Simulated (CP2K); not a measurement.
Two runs for the O K edge of oxazole. Run A: CP2K XAS_TDP, all-electron GAPW, PBEh(45%), aug-cc-pVDZ, TDA, no relativity. Run B differs in one setting.

First lines with a strength over 0.0015. A:

```csv
atom,energy (eV),states,"strength, one atom"
O3 (bonded to 2 C),530.67,1,0.0294
,534.25,2,0.0158
,534.50,1,0.0067
,534.88,1,0.0331
,534.90,1,0.0024
```

B:

```csv
atom,energy (eV),states,"strength, one atom"
O3 (bonded to 2 C),535.23,1,0.0291
,538.81,2,0.0157
,539.05,1,0.0066
,539.44,1,0.0329
,539.46,1,0.0024
```

Q: Which was it: scalar relativity switched on, the functional, the basis, GW2X switched on?

GW2X switched on. GW2X shifts an atom's lines together and keeps their spacings. Against PBEh(45%) in aug-cc-pVDZ, the leading line moves by +4.56 eV, to 535.23 eV.

[Banner, clock and machine lines of the logs are left out without a mark of their own.]

[Logs are printed without paths, hosts, clocks, repeated set-up lines and the standing remarks that a program may print on its own settings, such as how far it seeks lower states.]

[Hosts, paths, dates, database ids (printed as entryN), source tags and the programs' standing remarks are cut or masked in the printed files.]
